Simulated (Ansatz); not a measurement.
**Phonons of CoSi2 (Fm-3m) against volume**

Wanted: Grüneisen parameters and pressure coefficients of the modes of CoSi2 (Fm-3m).

Method: DFT PBEsol, scalar-relativistic, plane waves, PAW; PAW set soft_1, in Ansatz 0.2.0.

Report form: the programs' logs are mostly left out.

The database entry behind the starting cell differs from later determinations by our own check (0.1 to 0.3 % short, probably kX units), so it need not match the best structure at ambient conditions.

### 1. The structure

The structure is cubic, space group Fm-3m (No. 225). Conventional cell: a = 5.356 Å, b = 5.356 Å, c = 5.356 Å, α = 90.00°, β = 90.00°, γ = 90.00°. Si has 4 Co at 2.32 Å nearest. Nearest to Co lie 8 Si at 2.32 Å. Farther neighbours are not listed.

### 2. Bringing the structure to rest

Harmonic phonons are second derivatives at a point where the forces vanish, and they are wanted at zero stress, so atoms and cell are relaxed first.

Contents of input.yaml:

```yaml
crystal:
  lattice:
    - [0.0, 2.678, 2.678]
    - [2.678, 0.0, 2.678]
    - [2.678, 2.678, 0.0]
  atoms:
    - { symbol: Si, position: [0.25, 0.25, 0.25] }
    - { symbol: Si, position: [0.75, 0.75, 0.75] }
    - { symbol: Co, position: [0.0, 0.0, 0.0] }
kpoints:
  mp_grid: { grid: [14, 14, 14] }
hamiltonian:
  xc: pbesol
  pseudopotentials: { kind: paw, azcp: { folder: soft_1 }, xc_functional: pbe }
scf:
  occupations: { method: gaussian, width: 0.1 }
output:
  forces: true
  stress: true
  eigenvalues: true
  write_density: true
  write_potential: true
  elf: true
  volumetric_format: npy
relax:
  adjacent_minimum: "off"
  f_tol: 0.005
  max_steps: 80
  cell: { stress_tol: 0.05 }
```

Command:

```
$ ansatz run input.yaml --threads 4 --pin off --max-ram 10240MiB --backend cpu --events-out ev --progress --plain --runs-dir out
```

It took 3.5 s on 4 threads of Intel Xeon Platinum 8559C (Emerald Rapids), shared host; peak memory 0.45 GiB.

This run has no spin polarisation, although Co can carry a moment.

Step by step:

```csv
step,energy less that of the first step (eV),largest force component (eV/Å),pressure (GPa),volume (Å³)
1,0.0000,0.0000,-4.47,38.41
2,-0.0111,0.0000,-1.88,37.86
3,-0.0134,0.0000,0.08,37.47
4,-0.0134,0.0000,0.00,37.49
5*,-0.0131,0.0000,0.00,37.49
```

Relaxation steps marked * repeat the geometry before them on a plane-wave basis chosen anew for their cell, so energy and pressure can jump there.

Forces are held to the 48 operations that the run works with; a distortion that breaks them can't arise in this run.

```csv
"conventional cell, symmetrised",before,after,change
a (Å),5.356,5.313,-0.8 %
b (Å),5.356,5.313,-0.8 %
c (Å),5.356,5.313,-0.8 %
volume (Å³/atom),12.80,12.50,-2.4 %
```

The relaxed structure:

```xyz
3
Lattice="0.0000 2.6564 2.6564 2.6564 0.0000 2.6564 2.6564 2.6564 0.0000" Properties=species:S:1:pos:R:3 pbc="T T T"
Si    1.3282    1.3282    1.3282
Si    3.9846    3.9846    3.9846
Co    0.0000    0.0000    0.0000
```

Numbers from this step:

| Property | Result |
| --- | --- |
| pressure | 0.002920 GPa |
| volume per atom | 12.50 Å³ |
| gap on the k-mesh | 0 eV |

Electrostatic potential energy in the ac plane of a cell with a along [110], b along [-110] and c along [001] of the cube at fractional y = 0.000, with atoms of Si and Co within 0.2 Å of it. With pseudopotentials it is smooth inside the atoms' cores, unlike the true potential.

Ten even steps from '_' (-32 eV) to '@' (16 eV), each cell a mean:
```
____++%%%%%%%%%%++______::##%%%%%%%%##::__
::==####==--==####==::--**##++----**%%**::
%%%%%%==::==::==%%%%%%%%%%**::----::##%%%%
@@@@%%----##----%%@@@@@@@@**::****::**@@@@
@@@@%%++::::::++%%@@@@@@@@##--::::--##@@@@
@@@@@@%%**++**%%@@@@@@@@@@@@##++++##@@@@@@
@@@@@@@@%%%%%%@@@@@@@@@@@@@@@@%%%%@@@@@@@@
@@@@@@@@%%%%%%@@@@@@@@@@@@@@%%%%%%%%@@@@@@
@@@@@@##==--==##@@@@@@@@@@%%++----**%%@@@@
@@@@%%==::==::==%%@@@@@@@@**::----::##@@@@
@@@@%%----##----%%@@@@@@%%**::****::**%%@@
**##%%++::::::++%%##++**%%##--::::--##%%**
__::**%%**++**%%**::____==%%##++++##%%==__
____++%%%%%%%%%%==______..##%%%%%%%%##..__
```
Columns run along a (7.5 Å; values clipped at the 3rd and 97th percentile), rows up along c (5.3 Å), edges of the conventional cell, whose origin can differ from the input's. Atoms in or near the plane, at fractional coordinates: Si at (0.25, 0.25), Si at (0.75, 0.25), Si at (0.25, 0.75), Si at (0.75, 0.75), Co at (0.00, 0.00), Co at (0.50, 0.00).

Valence density in the ac plane of a cell with a along [110], b along [-110] and c along [001] of the cube at fractional y = 0.000, with atoms of Si and Co within 0.2 Å of it. It is the smooth field of the valence electrons, not physical close to the nuclei.

Ten steps, logarithmic in the rise over the least value, from '0' (0 e/Å³) to '9' (38 e/Å³), each cell a mean:
```
962111112698411111148
431111111344211111124
111110111111111001111
001100011000111001110
000111110000001111000
000011100000001111000
000011100000000110000
000011100000001110000
000111100000001111000
000100010000011001100
111100011111111001111
221111111222111111112
642111112466311111136
973111113798411111259
```
Columns run along a (7.5 Å), rows up along c (5.3 Å), edges of the conventional cell, whose origin can differ from the input's. Atoms in or near the plane, at fractional coordinates: Si at (0.25, 0.25), Si at (0.75, 0.25), Si at (0.25, 0.75), Si at (0.75, 0.75), Co at (0.00, 0.00), Co at (0.50, 0.00).

ELF in the ac plane of a cell with a along [110], b along [-110] and c along [001] of the cube at fractional y = 0.000, with atoms of Si and Co within 0.2 Å of it. It is the smooth field of the valence electrons, not physical close to the nuclei.

Values, 8 rows by 16 columns, each cell a mean:
```
0.45 0.28 0.48 0.65 0.63 0.57 0.31 0.39 0.45 0.28 0.48 0.65 0.63 0.57 0.31 0.39
0.26 0.44 0.63 0.42 0.39 0.57 0.54 0.29 0.26 0.44 0.63 0.42 0.39 0.57 0.54 0.29
0.19 0.32 0.41 0.36 0.37 0.39 0.38 0.22 0.19 0.32 0.41 0.36 0.37 0.39 0.38 0.22
0.03 0.11 0.34 0.58 0.63 0.44 0.17 0.05 0.03 0.11 0.34 0.58 0.63 0.44 0.17 0.05
0.05 0.14 0.36 0.56 0.59 0.44 0.20 0.07 0.05 0.14 0.36 0.56 0.59 0.44 0.20 0.07
0.24 0.40 0.46 0.33 0.34 0.39 0.46 0.28 0.24 0.40 0.46 0.33 0.34 0.39 0.46 0.28
0.26 0.39 0.64 0.49 0.43 0.63 0.50 0.26 0.26 0.39 0.64 0.49 0.43 0.63 0.50 0.26
0.56 0.30 0.41 0.64 0.66 0.53 0.27 0.46 0.56 0.30 0.41 0.64 0.66 0.53 0.27 0.46
```
Columns run along a (7.5 Å), rows up along c (5.3 Å), edges of the conventional cell, whose origin can differ from the input's. Atoms in or near the plane, at fractional coordinates: Si at (0.25, 0.25), Si at (0.75, 0.25), Si at (0.25, 0.75), Si at (0.75, 0.75), Co at (0.00, 0.00), Co at (0.50, 0.00).

In this step the volume went from 12.80 to 12.50 Å³/atom.

### 3. Tight relaxation

Phonons need small forces and stress, so the relaxation is finished with tight tolerances on 16×16×16 k points.

Contents of input.yaml:

```yaml
crystal:
  lattice:
    - [0.0, 2.656408274, 2.656408274]
    - [2.656408274, 0.0, 2.656408274]
    - [2.656408274, 2.656408274, 0.0]
  atoms:
    - { symbol: Si, position: [0.25, 0.25, 0.25] }
    - { symbol: Si, position: [0.75, 0.75, 0.75] }
    - { symbol: Co, position: [0.0, 0.0, 0.0] }
kpoints:
  mp_grid: { grid: [16, 16, 16] }
hamiltonian:
  xc: pbesol
  pseudopotentials: { kind: paw, azcp: { folder: soft_1 }, xc_functional: pbe }
scf:
  occupations: { method: methfessel_paxton, width: 0.2 }
output:
  forces: true
  stress: true
  eigenvalues: true
relax:
  adjacent_minimum: "off"
  f_tol: 0.001
  max_steps: 60
  cell: { stress_tol: 0.01 }
```

It took 3.5 s on 4 threads; peak memory 0.48 GiB.

Little changed from the start: no atom moved by 0.005 Å and no cell edge by 0.1 %.

Numbers from this step:

```
pressure        : 9.37e-5 GPa
volume per atom : 12.49 Å³
```

The forces vanish by symmetry and the pressure is 0.000 GPa, within the tolerances set. The cell now holds 12.49 Å³/atom.

### 4. Modes at rest

Phonons follow from the second derivative of the energy, found here by linear response.

The modes at rest are the reference of the series.

input.yaml, the sections that differ from step 3:

```yaml
crystal:
  lattice:
    - [0.0, 2.6562750239, 2.6562750239]
    - [2.6562750239, 0.0, 2.6562750239]
    - [2.6562750239, 2.6562750239, 0.0]
  atoms:
    - { symbol: Si, position: [0.25, 0.25, 0.25] }
    - { symbol: Si, position: [0.75, 0.75, 0.75] }
    - { symbol: Co, position: [0.0, 0.0, 0.0] }
output:
  eigenvalues: true
phonons:
  method: dfpt
# kpoints, hamiltonian, scf: as in step 3
# relax: removed
```

Wall time 11 s (4 threads); peak memory 0.97 GiB.

Numbers from this step:

* sum-rule residual before enforcement: 2.90e-5 eV/Å²
* point group: m-3m
* highest optical mode at the zone centre (no LO-TO term): 343.2 cm⁻¹
* lowest optical zone-centre mode: 342.1 cm⁻¹

Patterns of degenerate modes are one choice out of their space. Modes at Γ, with each element's share of the kinetic energy:

```csv
mode,frequency (cm⁻¹),symmetry,Si %,Co %
1,0.0,acoustic,49,51
2,0.0,acoustic,49,51
3,0.0,acoustic,49,51
4,342.1,T2g,100,0
5,342.1,T2g,100,0
6,342.1,T2g,100,0
7,343.2,T1u,51,49
8,343.2,T1u,51,49
9,343.2,T1u,51,49
```

Displacements in mode 5 (342.1 cm⁻¹), the largest set to 1:
```
Si1 -0.24 -0.30  1.00
Si2  0.24  0.30 -1.00
Co3  0.00  0.00  0.00
```

Displacements in mode 9 (343.2 cm⁻¹), the largest set to 1:
```
Si1 -1.00 -0.05  0.45
Si2 -1.00 -0.05  0.45
Co3  0.95  0.05 -0.43
```

Before it was imposed, the acoustic sum rule was missed by 2.9e-5 eV/Å². Small misses are needed for a sound result but don't prove that mesh and cutoff are converged. The lowest optical mode is real, 342 cm⁻¹.

### 5. Ground state of a member: 1.06 times the volume at rest

The cell is set to 1.06 times the volume at rest; symmetry leaves nothing else free, so this is a single point.

input.yaml, the sections that differ from step 4:

```yaml
crystal:
  lattice:
    - [0.0, 2.7083720742, 2.7083720742]
    - [2.7083720742, 0.0, 2.7083720742]
    - [2.7083720742, 2.7083720742, 0.0]
  atoms:
    - { symbol: Si, position: [0.25, 0.25, 0.25] }
    - { symbol: Si, position: [0.75, 0.75, 0.75] }
    - { symbol: Co, position: [0.0, 0.0, 0.0] }
output:
  forces: true
  stress: true
  eigenvalues: true
# kpoints, hamiltonian, scf: as in step 4
# phonons: removed
```

Run time: 1 s. Hardware: 4 threads; peak memory 0.45 GiB.

Numbers from this step:

- pressure: -9.941 GPa
- volume per atom: 13.24 Å³

The forces vanish by symmetry, at a pressure of -9.94 GPa.

### 6. Zone-centre modes of the member: 1.06 times the volume at rest

The zone-centre modes follow for 1.06 times the volume at rest.

input.yaml, as its differences from that of step 5:

```diff
@@ -17,4 +17,4 @@
 output:
-  forces: true
-  stress: true
   eigenvalues: true
+phonons:
+  method: dfpt
```

Run time: 11 s. Hardware: 4 threads; peak memory 1 GiB.

Numbers from this step:

```yaml
sum_rule_residual_before_enforcement: 2.69e-5 eV/Å²
highest_optical_mode_at_the_zone_centre_no_lo_to_term: 304.2 cm⁻¹
lowest_optical_zone_centre_mode: 302.9 cm⁻¹
```

Patterns of degenerate modes are one choice out of their space. Modes at Γ, with each element's share of the kinetic energy:

```csv
mode,frequency (cm⁻¹),symmetry,Si %,Co %
1,0.0,acoustic,49,51
2,0.0,acoustic,49,51
3,0.0,acoustic,49,51
4,302.9,T2g,100,0
5,302.9,T2g,100,0
6,302.9,T2g,100,0
7,304.2,T1u,51,49
8,304.2,T1u,51,49
9,304.2,T1u,51,49
```

The lowest optical mode is real, 303 cm⁻¹, and the highest lies at 304.2 cm⁻¹.

For the highest optical mode at the zone centre (no LO-TO term), step 4 gave 343 cm⁻¹; this run, with volume ratio 1.06, gives 304 cm⁻¹ (-11 %).

### 7. Ground state of a member: 0.9 times the volume at rest

The cell is set to 0.9 times the volume at rest; symmetry leaves nothing else free, so this is a single point.

input.yaml, the sections that differ from step 6:

```yaml
crystal:
  lattice:
    - [0.0, 2.5646053381, 2.5646053381]
    - [2.5646053381, 0.0, 2.5646053381]
    - [2.5646053381, 2.5646053381, 0.0]
  atoms:
    - { symbol: Si, position: [0.25, 0.25, 0.25] }
    - { symbol: Si, position: [0.75, 0.75, 0.75] }
    - { symbol: Co, position: [0.0, 0.0, 0.0] }
output:
  forces: true
  stress: true
  eigenvalues: true
# kpoints, hamiltonian, scf: as in step 6
# phonons: removed
```

It took 1 s on 4 threads; peak memory 0.44 GiB.

Numbers from this step:

* pressure: 25.88 GPa
* volume per atom: 11.25 Å³

The forces vanish by symmetry, at a pressure of 25.88 GPa.

### 8. Modes of this member: 0.9 times the volume at rest

The zone-centre modes follow for 0.9 times the volume at rest.

input.yaml, as its differences from that of step 7:

```diff
@@ -17,4 +17,4 @@
 output:
-  forces: true
-  stress: true
   eigenvalues: true
+phonons:
+  method: dfpt
```

Run time: 9.6 s. Hardware: 4 threads; peak memory 0.93 GiB; 34 s of CPU time.

This step gave:

```
sum-rule residual before enforcement                    : 5.49e-5 eV/Å²
highest optical mode at the zone centre (no LO-TO term) : 416.5 cm⁻¹
lowest optical zone-centre mode                         : 415.9 cm⁻¹
```

Patterns of degenerate modes are one choice out of their space. Modes at Γ, with each element's share of the kinetic energy:

```csv
mode,frequency (cm⁻¹),symmetry,Si %,Co %
1,0.0,acoustic,49,51
2,0.0,acoustic,49,51
3,0.0,acoustic,49,51
4,415.9,T1u,51,49
5,415.9,T1u,51,49
6,415.9,T1u,51,49
7,416.5,T2g,100,0
8,416.5,T2g,100,0
9,416.5,T2g,100,0
```

The lowest optical mode is real, 416 cm⁻¹, and the highest lies at 416.5 cm⁻¹.

For the highest optical mode at the zone centre (no LO-TO term), step 4 gave 343 cm⁻¹; this run, with volume ratio 0.9, gives 416 cm⁻¹ (+21 %).

### 9. The series together

The members are set side by side, also those not shown above.

Each row is one cell with its response, relaxed at fixed volume as far as symmetry leaves anything free; energies are extrapolated to zero smearing, and E0 is that at rest; shape and atoms are relaxed in each cell where symmetry leaves them free; all runs use 16×16×16 k points and Methfessel-Paxton smearing of 0.2 eV. State of the crystal along the series:

```csv
volume ratio,V (Å³/atom),pressure (GPa),E - E0 (meV/atom)
0.9,11.24,25.88,91.82
0.92,11.49,19.52,56.5
0.94,11.74,13.82,30.58
0.96,11.99,8.703,13.09
0.98,12.24,4.114,3.154
0.99,12.37,2.001,0.7744
1,12.49,9.37e-5,0
1.02,12.74,-3.687,2.921
1.04,12.99,-6.988,11.29
1.06,13.24,-9.941,24.52
```

Each mode is tracked from rest by its pattern, and modes that stay within 0.3 cm⁻¹ of each other stand once; shape and atoms are relaxed in each cell where symmetry leaves them free; all runs use 16×16×16 k points and Methfessel-Paxton smearing of 0.2 eV. Optical modes along the series:

```csv
V (Å³/atom),mode 4 (cm⁻¹),mode 7 (cm⁻¹)
11.24,416.5,415.9
11.49,400.5,400.4
11.74,385.1,385.5
11.99,370.3,371
12.24,355.9,356.9
12.37,348.9,350
12.49,342.1,343.2
12.74,328.6,329.9
12.99,315.6,316.9
13.24,302.9,304.2
```

From cubic fits (parabolas where under five rows exist) of ln ω and P against ln V through the rows within about 4 % of rest: γ = −d ln ω / d ln V and dω/dP = γ ω / B. Slopes at rest:

```csv
mode,fitted frequency at rest (cm⁻¹),Grüneisen parameter γ,dω/dP (cm⁻¹/GPa)
mode 4,342.1,1.99,3.51
mode 7,343.2,1.97,3.47
```

### 10. What came out

```yaml
members: 10
highest_optical_mode_at_the_zone_centre_no_lo_to_term_at_rest: 343.2 cm⁻¹
bulk_modulus_at_rest: 195 GPa
mode_4_gamma: 1.99
mode_7_gamma: 1.97
```

What this shows: The series spans -9.9 to 25.9 GPa, and the slope at rest gives a bulk modulus of 195 GPa. Among the modes in the table of slopes γ runs from 1.97 (mode 7) to 1.99 (mode 4). One k mesh and one cutoff serve the ground states and modes of all volumes. These are harmonic frequencies at zero temperature: anharmonic shifts, linewidths and thermal expansion are left out. With no gap, or one that is small against the smearing, the frequencies hang on the k mesh and the smearing, most of all near Kohn anomalies. The runs are without spin polarisation, although the cell has an odd electron count. The PAW files were made for PBE; the program adapts parts of them to the functional of the run, but their partial waves stay those of PBE, an approximation that was not tested in this session. Only the zone centre was solved, so an instability at another wavevector cannot show here.

[Logs are printed without paths, hosts, clocks, repeated set-up lines and the standing remarks that a program may print on its own settings, such as how far it seeks lower states.]

[Hosts, paths, dates, database ids (printed as entryN), source tags and the programs' standing remarks are cut or masked in the printed files.]
